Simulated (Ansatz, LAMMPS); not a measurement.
# Which site? Zn in place of Al in glassy 55SiO2-24Al2O3-11BaO-11CaO (mol %) (124 atoms)

At which site of glassy 55SiO2-24Al2O3-11BaO-11CaO (mol %) (124 atoms) does Zn in place of Al cost least, and what about the site decides it?

Program: Ansatz 0.2.0. Level of theory: Kohn-Sham DFT, PBE, PAW (set soft_2), plane waves. Values are calculated unless marked as measured.

### Step 1. The system as given

The cell holds 124 atoms: 21 Si, 18 Al, 4 Ba, 4 Ca and 77 O. Its edges and angles: a = 11.836 Å, b = 11.836 Å, c = 11.836 Å, α = 90.0°, β = 90.0°, γ = 90.0°. 124 atoms (21 Si, 18 Al, 4 Ba, 4 Ca, 77 O) placed at random at 2.93 g/cm³, melted at 4000 K for 10 ps at fixed volume with the Morse and Coulomb pair potential with partial charges (Pedone, Malavasi, Menziani, Cormack and Segre, J. Phys. Chem. B 110, 11780 (2006)). Quenched from 4000 K to 300 K at 60 K/ps and fixed volume, held 10 ps at zero pressure.

Limits known from the start: The quench rate of 60 K/ps is many orders above laboratory rates, so the cell is likely richer in defects and strain than a real sample. The network of bonds at the start is that of the classical potential that made the cell, and needn't be the one that DFT or experiment would give. Sampling is at Γ alone, for a cell whose shortest periodic width is 12 Å. The levels lack spin–orbit coupling, which is large for the heavy elements here.

### Step 2. Single point at the start

The forces at the start show how far the geometry lies from a minimum of this functional.

input.yaml reads:

```yaml
crystal:
  lattice:
    - [11.83624, 0.0, 0.0]
    - [0.0, 11.83624, 0.0]
    - [0.0, 0.0, 11.83624]
  atoms:
    - { symbol: Si, position: [0.04228, 0.44078, 0.27276] }
    - { symbol: Si, position: [0.25249, 0.72292, 0.60943] }
    - { symbol: Si, position: [0.09042, 0.91774, 0.53725] }
    - { symbol: Si, position: [0.38495, 0.74308, 0.82865] }
    - { symbol: Si, position: [0.16009, 0.99951, 0.30218] }
    - { symbol: Si, position: [0.14706, 0.75379, 0.23652] }
    - { symbol: Si, position: [0.94721, 0.60362, 0.90844] }
    - { symbol: Si, position: [0.84396, 0.56302, 0.14518] }
    - { symbol: Si, position: [0.91786, 0.42508, 0.70366] }
    - { symbol: Si, position: [0.55971, 0.34756, 0.59178] }
    - { symbol: Si, position: [0.53987, 0.84228, 0.15213] }
    - { symbol: Si, position: [0.86041, 0.83251, 0.79468] }
    - { symbol: Si, position: [0.89659, 0.81214, 0.18079] }
    - { symbol: Si, position: [0.89662, 0.04151, 0.29469] }
    - { symbol: Si, position: [0.44501, 0.87432, 0.51798] }
    - { symbol: Si, position: [0.25732, 0.43956, 0.13896] }
    - { symbol: Si, position: [0.32671, 0.21369, 0.27581] }
    - { symbol: Si, position: [0.48665, 0.48376, 0.36336] }
    - { symbol: Si, position: [0.76378, 0.15379, 0.08584] }
    - { symbol: Si, position: [0.61574, 0.73741, 0.36407] }
    - { symbol: Si, position: [0.25114, 0.94518, 0.91601] }
    - { symbol: Al, position: [0.37359, 0.6611, 0.08415] }
    - { symbol: Al, position: [0.16845, 0.71381, 0.96892] }
    - { symbol: Al, position: [0.70332, 0.16236, 0.68054] }
    - { symbol: Al, position: [0.66532, 0.92952, 0.94793] }
    - { symbol: Al, position: [0.97469, 0.05338, 0.72949] }
    - { symbol: Al, position: [0.23711, 0.57057, 0.41775] }
    - { symbol: Al, position: [0.12045, 0.16416, 0.92455] }
    - { symbol: Al, position: [0.51941, 0.12629, 0.85565] }
    - { symbol: Al, position: [0.52294, 0.97227, 0.72054] }
    - { symbol: Al, position: [0.38372, 0.1472, 0.52418] }
    - { symbol: Al, position: [0.32743, 0.26432, 0.9662] }
    [... 86 atom lines left out ...]
    - { symbol: O, position: [0.4171, 0.77826, 0.15952] }
    - { symbol: O, position: [0.84493, 0.33113, 0.76906] }
    - { symbol: O, position: [0.55208, 0.40912, 0.46226] }
    - { symbol: O, position: [0.0381, 0.31099, 0.95348] }
    - { symbol: O, position: [0.94289, 0.86, 0.06402] }
    - { symbol: O, position: [0.86241, 0.47653, 0.59253] }
kpoints:
  mp_grid: { grid: [1, 1, 1] }
hamiltonian:
  xc: pbe
scf:
  occupations: { method: fermi_dirac, width: 0.05 }
output:
  forces: true
```

The run is started by

```sh
ansatz run input.yaml --threads 4 --pin off --max-ram 8192MiB --backend cpu --events-out ev --progress --plain --runs-dir out
```

The program printed:

```text
Engine: ansatz 0.2.0, aarch64-unknown-linux-gnu
Pseudopotentials: kind: paw
Pseudopotential: Si, paw, valence charge 4, recommended cutoff 420 eV (normal), Si.paw.azcp
Pseudopotential: Al, paw, valence charge 3, recommended cutoff 420 eV (normal), Al.paw.azcp
Pseudopotential: Ba, paw, valence charge 10, recommended cutoff 420 eV (normal), Ba.paw.azcp
Pseudopotential: Ca, paw, valence charge 10, recommended cutoff 420 eV (normal), Ca.paw.azcp
Pseudopotential: O, paw, valence charge 6, recommended cutoff 420 eV (normal), O.paw.azcp
[... 5 lines on functional and potentials left out ...]
Crystal: 124 atoms, lattice volume = 1658.217 Å³
Basis set: ecut = 420 eV, 32423 PW (Γ), exchange–correlation on 160×160×160 points (8 copies of the dense FFT grid, shifted against one another)
Bands: 464, of which v1, the nominal top of the filled ones, is band 340 counted from 1 (339 counted from 0)
Symmetry: 1 space group operations
Space group: P1 (ITA 1), of the structure as read, at distance tolerance 1.2e-4 Å
k-points: 1
[... 11 lines on functional and potentials left out ...]
Initial density: superposition of atomic densities (neutral atoms: chi_scale 0, normalization atom), corrected by the library's trained network
Initial wavefunctions: pseudopotential atomic-orbital guess
Functional: x = pbe(κ = 0.804, μ = 0.219515), c = pbe(β = 0.066725)
SCF iter   1: F=—  HF=-97933.863141 eV  |F-HF|=—  |Δ(HF+E_count)|=         —  Δρ=2.23e-3  dr2=1.19e-1  ethr=1.77e-3  ⟨swp⟩=7.0  Hψ=2377  notcnv=0  defer=100
preconditioner: auto → Resta (q_TF=auto, 2.352 Å⁻¹)  ε∞=3.4  [insulator: Δε(μ)=3.350 eV  Ē_g=15.308 eV  σ=0.050 eV  W_gap=1.00  n_scr=364 (ndim 8)  ℏωp=23.5 eV  f_vac=0.103  D(μ)=0.00/eV (n_scr^D=0)  ε∞_Penn≈3.4]
SCF iter   2: F=—  HF=-97933.864900 eV  |F-HF|=—  |Δ(HF+E_count)|=   1.76e-3  Δρ=1.17e-3  dr2=2.98e-2  ethr=1.75e-5  ⟨swp⟩=2.0  Hψ=779  notcnv=0  defer=109
SCF iter   3: F=—  HF=-97933.866682 eV  |F-HF|=—  |Δ(HF+E_count)|=   1.78e-3  Δρ=5.54e-4  dr2=8.81e-3  ethr=4.39e-6  ⟨swp⟩=2.0  Hψ=593  notcnv=0  defer=39
automatic band count: iteration 3 solves 394 bands in place of 464: the levels show a gap, and the empty bands left out lie too high to hold charge; the band table lists the bands solved (type scf.n_extra_bands for more)
SCF iter   4: F=—  HF=-97933.865946 eV  |F-HF|=—  |Δ(HF+E_count)|=   7.36e-4  Δρ=1.92e-4  dr2=7.83e-4  ethr=1.30e-6  ⟨swp⟩=2.0  Hψ=590  notcnv=0  defer=39
SCF iter   5: F=—  HF=-97933.865974 eV  |F-HF|=—  |Δ(HF+E_count)|=   2.83e-5  Δρ=1.23e-4  dr2=2.32e-4  ethr=1.15e-7  ⟨swp⟩=2.0  Hψ=590  notcnv=0  defer=39
SCF iter   6: F=—  HF=-97933.865973 eV  |F-HF|=—  |Δ(HF+E_count)|=   5.92e-7  Δρ=3.45e-5  dr2=2.21e-5  ethr=3.41e-8  ⟨swp⟩=3.0  Hψ=637  notcnv=0  defer=39
SCF iter   7: F=—  HF=-97933.865654 eV  |F-HF|=—  |Δ(HF+E_count)|=   3.19e-4  Δρ=1.55e-5  dr2=3.75e-6  ethr=3.25e-9  ⟨swp⟩=2.0  Hψ=726  notcnv=0  defer=49
SCF iter   8: F=—  HF=-97933.865656 eV  |F-HF|=—  |Δ(HF+E_count)|=   1.90e-6  Δρ=8.36e-6  dr2=1.07e-6  ethr=5.52e-10  ⟨swp⟩=2.0  Hψ=664  notcnv=0  defer=49
SCF iter   9: F=-97933.865656 eV  HF=-97933.865656 eV  |F-HF|=2.89e-8  |Δ(HF+E_count)|=   2.41e-7  Δρ=2.19e-6  dr2=8.22e-8  ethr=1.47e-11  ⟨swp⟩=3.0  Hψ=1364  notcnv=0
SCF 1 converged in 9 iterations: F = -97933.865656 eV  dr2 = 8.22e-8
  greatest PAW one-centre occupation: 0.995 electrons in one spin orbital (limit 2), on the Ca atom at site 44 (counted from 0), in its partial waves of l = 0
SCF converged after 9 iterations
Free energy (F): -97933.865656 eV
Harris-Foulkes:  -97933.865656 eV  (|F-HF|=2.89e-8)
Internal energy: -97933.865656 eV  (E = F + TS)
E sigma→0 (E₀):  -97933.865656 eV
Fermi energy:    6.587862 eV
--- Per-component energies (eV) ---
  E_band       = -2618.342475
  E_kinetic    = 16991.272998
  E_local      = -44136.851066  (includes V_loc(G=0)·N_el)
  E_nonlocal   = 4887.987174
  E_hartree    = 16553.277074
  E_xc         = -8873.864315
  E_vxc        = -10106.026620  (∫ρ·V_xc dr)
  E_paw        = -55771.697351  (= ΣΔE_a)
  E_vpaw       = -3361.472042  (= ΣTr[D̂ρ^β])
  E_aug_tail   = 0.196914  (compensation charges beyond the density's cutoff)
  E_ewald      = -27584.187084
  E_smearing   = -0.000000  (= −TS)
  E_closure    = 0.000000  (closes the sum)
  Σ components = -97933.865656   (vs F -97933.865656, Δ=0.00e0)
--- Forces (eV/Å), atoms counted from 1 ---
  atom   1  Si     0.35550805    -1.11911331     0.54379394
  atom   2  Si     0.35067970     2.21247727    -2.85794090
  atom   3  Si     0.99343525    -1.37450197     0.99311172
  atom   4  Si    -1.31140902     0.75127733     2.12956724
  atom   5  Si    -0.19803942     0.55954225     2.98161216
  atom   6  Si    -1.91212643     0.34920276    -0.49393804
  atom   7  Si    -0.24336606     1.45464364    -1.89908616
  atom   8  Si    -1.76526794     0.60570390    -0.15292211
  atom   9  Si    -0.72873568     1.37084578     0.10254710
  atom  10  Si    -0.60367115     2.02410513    -0.26448011
  atom  11  Si    -3.89362042    -0.52160596    -1.34719423
  atom  12  Si     0.49518581    -0.63715453     1.45313745
  atom  13  Si     2.57484198    -1.27233309    -0.01719249
  atom  14  Si    -0.49487514    -0.78795274    -2.00187985
[...]
atom 123  O     -1.06065246    -0.92800835     0.82276566
  atom 124  O     -0.65922423     0.74897772    -1.34613365
  max |Σ_I F_I| component: 1.18e-4 eV/Å
```

The job ended after 17 s (4 threads of Arm Neoverse V2, shared host; peak memory 2.3 GiB).

The r.m.s. force at the start is 1.2 eV/Å.

### Step 3. Relaxation

The atoms are relaxed in the fixed cell, aiming at the force tolerance of the input.

input.yaml reads:

```yaml
crystal:
  lattice:
    - [11.83624, 0.0, 0.0]
    - [0.0, 11.83624, 0.0]
    - [0.0, 0.0, 11.83624]
  atoms:
    [... the 124 atom lines of step 2 ...]
kpoints:
  mp_grid: { grid: [1, 1, 1] }
hamiltonian:
  xc: pbe
scf:
  occupations: { method: fermi_dirac, width: 0.05 }
output:
  forces: true
relax:
  f_tol: 0.05
  max_steps: 120
```

The program printed:

```text
[...]
Crystal: 124 atoms, lattice volume = 1658.217 Å³
Basis set: ecut = 420 eV, 32423 PW (Γ), exchange–correlation on 160×160×160 points (8 copies of the dense FFT grid, shifted against one another)
Bands: 464, of which v1, the nominal top of the filled ones, is band 340 counted from 1 (339 counted from 0)
Symmetry: 1 space group operations
[...]
k-points: 1
[...]
SCF iter   1: F=—  HF=-97933.863142 eV  |F-HF|=—  |Δ(HF+E_count)|=         —  Δρ=2.23e-3  dr2=1.19e-1  ethr=1.77e-3  ⟨swp⟩=7.0  Hψ=2377  notcnv=0  defer=100
[...]
SCF iter   5: F=—  HF=-97933.865651 eV  |F-HF|=—  |Δ(HF+E_count)|=   1.62e-5  Δρ=1.23e-4  dr2=2.34e-4  ethr=1.15e-7  ⟨swp⟩=2.0  Hψ=708  notcnv=0  defer=119
SCF iter   6: F=-97933.865649 eV  HF=-97933.865646 eV  |F-HF|=3.56e-6  |Δ(HF+E_count)|=   5.87e-6  Δρ=3.45e-5  dr2=2.21e-5  ethr=9.19e-9  ⟨swp⟩=2.0  Hψ=1439  notcnv=0
SCF 1 converged in 6 iterations: F = -97933.865649 eV  dr2 = 2.21e-5
[...]
relax step   1: F+E_penalty+E_count = -97933.86564918 eV  Δ(F+E_penalty+E_count) = +0.000e0 eV  max|allowed force component| = 3.893e0 eV/Å  Δτ_max = 0.0000 Å  (6 SCF iters, dr2 threshold 6.25e-5 eV, accepted)
[...]
relax step   2: F+E_penalty+E_count = -97939.24664503 eV  Δ(F+E_penalty+E_count) = -5.381e0 eV  max|allowed force component| = 2.683e0 eV/Å  Δτ_max = 0.1949 Å  (6 SCF iters, dr2 threshold 1.00e-4 eV, accepted)
[...]
relax step   3: F+E_penalty+E_count = -97942.76349268 eV  Δ(F+E_penalty+E_count) = -3.517e0 eV  max|allowed force component| = 1.000e0 eV/Å  Δτ_max = 0.1914 Å  (7 SCF iters, dr2 threshold 1.00e-4 eV, accepted)
relax step   4: F+E_penalty+E_count = -97943.38912835 eV  Δ(F+E_penalty+E_count) = -6.256e-1 eV  max|allowed force component| = 5.894e-1 eV/Å  Δτ_max = 0.1942 Å  (6 SCF iters, dr2 threshold 1.00e-4 eV, accepted)
relax step   5: F+E_penalty+E_count = -97944.00867536 eV  Δ(F+E_penalty+E_count) = -6.195e-1 eV  max|allowed force component| = 5.544e-1 eV/Å  Δτ_max = 0.2000 Å  (7 SCF iters, dr2 threshold 4.83e-5 eV, accepted)
relax step   6: F+E_penalty+E_count = -97944.21559623 eV  Δ(F+E_penalty+E_count) = -2.069e-1 eV  max|allowed force component| = 5.007e-1 eV/Å  Δτ_max = 0.2000 Å  (6 SCF iters, dr2 threshold 1.00e-4 eV, accepted)
relax step   7: F+E_penalty+E_count = -97944.30140910 eV  Δ(F+E_penalty+E_count) = -8.581e-2 eV  max|allowed force component| = 2.141e-1 eV/Å  Δτ_max = 0.1126 Å  (6 SCF iters, dr2 threshold 1.00e-4 eV, accepted)
relax step   8: F+E_penalty+E_count = -97944.34543739 eV  Δ(F+E_penalty+E_count) = -4.403e-2 eV  max|allowed force component| = 1.956e-1 eV/Å  Δτ_max = 0.0541 Å  (6 SCF iters, dr2 threshold 8.38e-6 eV, accepted)
relax step   9: F+E_penalty+E_count = -97944.40249318 eV  Δ(F+E_penalty+E_count) = -5.706e-2 eV  max|allowed force component| = 1.846e-1 eV/Å  Δτ_max = 0.0515 Å  (7 SCF iters, dr2 threshold 6.99e-6 eV, accepted)
relax step  10: F+E_penalty+E_count = -97944.45925726 eV  Δ(F+E_penalty+E_count) = -5.676e-2 eV  max|allowed force component| = 3.126e-1 eV/Å  Δτ_max = 0.1590 Å  (7 SCF iters, dr2 threshold 2.84e-5 eV, accepted)
relax step  11: F+E_penalty+E_count = -97944.48793240 eV  Δ(F+E_penalty+E_count) = -2.868e-2 eV  max|allowed force component| = 2.007e-1 eV/Å  Δτ_max = 0.0362 Å  (5 SCF iters, dr2 threshold 8.71e-5 eV, accepted)
relax step  12: F+E_penalty+E_count = -97944.54133963 eV  Δ(F+E_penalty+E_count) = -5.341e-2 eV  max|allowed force component| = 3.317e-1 eV/Å  Δτ_max = 0.2000 Å  (7 SCF iters, dr2 threshold 1.66e-5 eV, accepted)
relax step  13: F+E_penalty+E_count = -97944.56844654 eV  Δ(F+E_penalty+E_count) = -2.711e-2 eV  max|allowed force component| = 1.866e-1 eV/Å  Δτ_max = 0.0345 Å  (5 SCF iters, dr2 threshold 4.54e-5 eV, accepted)
relax step  14: F+E_penalty+E_count = -97944.57835602 eV  Δ(F+E_penalty+E_count) = -9.909e-3 eV  max|allowed force component| = 8.470e-2 eV/Å  Δτ_max = 0.0300 Å  (6 SCF iters, dr2 threshold 1.10e-5 eV, accepted)
relax step  15: F+E_penalty+E_count = -97944.54260613 eV  Δ(F+E_penalty+E_count) = +3.575e-2 eV  max|allowed force component| = 2.633e-1 eV/Å  Δτ_max = 0.1643 Å  (10 SCF iters, rejected (line search))
relax step  16: F+E_penalty+E_count = -97944.59785473 eV  Δ(F+E_penalty+E_count) = -1.950e-2 eV  max|allowed force component| = 9.883e-2 eV/Å  Δτ_max = 0.0812 Å  (9 SCF iters, accepted)
relax step  17: F+E_penalty+E_count = -97944.60084307 eV  Δ(F+E_penalty+E_count) = -2.988e-3 eV  max|allowed force component| = 1.294e-1 eV/Å  Δτ_max = 0.0394 Å  (9 SCF iters, accepted)
relax step  18: F+E_penalty+E_count = -97944.55068094 eV  Δ(F+E_penalty+E_count) = +5.016e-2 eV  max|allowed force component| = 2.212e-1 eV/Å  Δτ_max = 0.1417 Å  (7 SCF iters, dr2 threshold 1.67e-5 eV, rejected (line search))
relax step  19: F+E_penalty+E_count = -97944.61000201 eV  Δ(F+E_penalty+E_count) = -9.159e-3 eV  max|allowed force component| = 6.935e-2 eV/Å  Δτ_max = 0.0396 Å  (9 SCF iters, accepted)
[...]
relax step  20: F+E_penalty+E_count = -97944.61095160 eV  Δ(F+E_penalty+E_count) = -9.496e-4 eV  max|allowed force component| = 4.295e-2 eV/Å  Δτ_max = 0.0094 Å  (7 SCF iters, accepted)
SCF converged after 7 iterations
Free energy (F): -97944.610952 eV
[...]
Internal energy: -97944.610952 eV  (E = F + TS)
E sigma→0 (E₀):  -97944.610952 eV
Fermi energy:    6.410793 eV
[...]
Σ components = -97944.610952   (vs F -97944.610952, Δ=0.00e0)
--- Forces (eV/Å), atoms counted from 1 ---
  atom   1  Si    -0.00655605    -0.00422819     0.00629936
  atom   2  Si     0.00139987    -0.01797170     0.01345514
  atom   3  Si     0.00406169     0.00918021    -0.01744191
  atom   4  Si     0.00764009     0.00047791     0.00421790
[...]
atom 124  O     -0.00205121    -0.00491898     0.00491739
  max |Σ_I F_I| component: 1.54e-4 eV/Å
--- Relaxed structure (20 steps of the walk, 18 accepted, 0 SCFs on fresh bases) ---
  F+E_penalty+E_count = -97944.61095160 eV   max|allowed force component| = 4.295e-2 eV/Å
  atoms:
    - { symbol: Si, position: [0.038991, 0.438546, 0.276908] }
    - { symbol: Si, position: [0.232881, 0.714966, 0.610573] }
    - { symbol: Si, position: [0.072985, 0.914303, 0.544351] }
    - { symbol: Si, position: [0.357264, 0.737098, 0.832433] }
[...]
- { symbol: O, position: [0.855352, 0.508059, 0.613033] }
```

Elapsed: 4.5 min, on 4 threads; peak memory 2.4 GiB.

The relaxation converged after 20 steps, 10.7 eV below its start, with a largest force component of 0.043 eV/Å.

### Step 4. Single point at the relaxed geometry

The electronic structure is read at the final geometry, in a run of its own.

input.yaml reads:

```yaml
crystal:
  lattice:
    - [11.83624, 0.0, 0.0]
    - [0.0, 11.83624, 0.0]
    - [0.0, 0.0, 11.83624]
  atoms:
    - { symbol: Si, position: [0.03899, 0.43855, 0.27691] }
    - { symbol: Si, position: [0.23288, 0.71497, 0.61057] }
    - { symbol: Si, position: [0.07298, 0.9143, 0.54435] }
    - { symbol: Si, position: [0.35726, 0.7371, 0.83243] }
    - { symbol: Si, position: [0.1543, 0.00889, 0.3245] }
    - { symbol: Si, position: [0.16739, 0.76692, 0.25777] }
    [... 112 atom lines left out ...]
    - { symbol: O, position: [0.41595, 0.78644, 0.16861] }
    - { symbol: O, position: [0.84782, 0.3466, 0.7835] }
    - { symbol: O, position: [0.58464, 0.41733, 0.45245] }
    - { symbol: O, position: [0.05188, 0.30278, 0.95157] }
    - { symbol: O, position: [0.9966, 0.82107, 0.06334] }
    - { symbol: O, position: [0.85535, 0.50806, 0.61303] }
kpoints:
  mp_grid: { grid: [1, 1, 1] }
hamiltonian:
  xc: pbe
scf:
  occupations: { method: fermi_dirac, width: 0.05 }
output:
  forces: true
  stress: true
  populations: true
  dos:
    method: { smearing: { sigma: 0.1 } }
    de: 0.1
    projected: { site_lists: { Al: [Al], Ba: [Ba], Ca: [Ca], O: [O], Si: [Si] } }
  eigenvalues: true
  write_density: true
  write_potential: true
  volumetric_format: npy
  elf: true
```

The program printed:

```text
[...]
Crystal: 124 atoms, lattice volume = 1658.217 Å³
Basis set: ecut = 420 eV, 32423 PW (Γ), exchange–correlation on 160×160×160 points (8 copies of the dense FFT grid, shifted against one another)
Bands: 464, of which v1, the nominal top of the filled ones, is band 340 counted from 1 (339 counted from 0)
Symmetry: 1 space group operations
[...]
k-points: 1
[...]
SCF iter   1: F=—  HF=-97944.613426 eV  |F-HF|=—  |Δ(HF+E_count)|=         —  Δρ=2.14e-3  dr2=1.14e-1  ethr=1.77e-3  ⟨swp⟩=6.0  Hψ=2074  notcnv=0  defer=112
[...]
SCF iter   9: F=-97944.610949 eV  HF=-97944.610949 eV  |F-HF|=2.02e-8  |Δ(HF+E_count)|=   3.85e-7  Δρ=2.30e-6  dr2=9.89e-8  ethr=1.47e-11  ⟨swp⟩=23.0  Hψ=4861  notcnv=0
SCF 1 converged in 9 iterations: F = -97944.610949 eV  dr2 = 9.89e-8
[...]
SCF converged after 9 iterations
Free energy (F): -97944.610949 eV
[...]
Internal energy: -97944.610949 eV  (E = F + TS)
E sigma→0 (E₀):  -97944.610949 eV
Fermi energy:    6.410910 eV
[...]
--- Forces (eV/Å), atoms counted from 1 ---
  atom   1  Si    -0.00588755    -0.00691291     0.00563355
  atom   2  Si     0.00022077    -0.02038742     0.01430285
  atom   3  Si     0.00470478     0.01118917    -0.01680813
  atom   4  Si     0.01161034    -0.00204735     0.00682579
  atom   5  Si     0.00026136     0.00227832    -0.02995892
  atom   6  Si     0.00831656    -0.00625290    -0.01009445
  atom   7  Si     0.01342045     0.00002231     0.01939559
  atom   8  Si     0.01543454     0.00071020     0.00860602
  atom   9  Si     0.00853820    -0.02230893    -0.00935638
  atom  10  Si     0.00009104     0.01231843     0.00510011
  atom  11  Si    -0.00404725     0.00459039    -0.00697046
  atom  12  Si     0.00821620     0.00516261     0.00652453
  atom  13  Si    -0.00328971     0.00160646    -0.01267786
  atom  14  Si     0.00323901    -0.00501803    -0.00675400
[...]
atom 123  O      0.01168792     0.02349935    -0.02292274
  atom 124  O     -0.00193617    -0.00501178     0.00555635
  max |Σ_I F_I| component: 1.13e-4 eV/Å
--- Stress (GPa, compression-positive) ---
        2.264302       0.733732       0.645074
        0.733737       1.615660       1.232686
        0.645075       1.232681       2.149972
  P = ⅓ Tr σ = 2.0100 GPa (20.100 kbar)
--- Band table (eV) ---
[...]
--- Löwdin populations: 124 sites ---
  site symbol       q [e]
     0     Si      2.3707
     1     Si      2.2696
     2     Si      2.3420
[...]
123      O      6.9898
  spilling = 0.012157 (of n_electrons = 680.000000)
```

Run time: 30 s. Hardware: 4 threads; peak memory 2.4 GiB.

Read from the output:

```
free energy                                      : -97944.6109 eV
free energy per atom                             : -789.8759 eV/atom
SCF cycles                                       : 9
pressure                                         : 2.01 GPa
r.m.s. force component                           : 0.01062 eV/Å
longest force                                    : 0.04658 eV/Å
Fermi energy                                     : 6.411 eV
gap (highest filled to lowest empty level) : 3.71 eV
spilling of the projection                       : 0.01216
```

[end of part 1 of 2]

[Long decimals in the printed logs are rounded to 6 places.]

[Logs are printed without paths, hosts, clocks, repeated set-up lines and the standing remarks that a program may print on its own settings, such as how far it seeks lower states.]

[Hosts, paths, dates, database ids (printed as entryN), source tags and the programs' standing remarks are cut or masked in the printed files.]
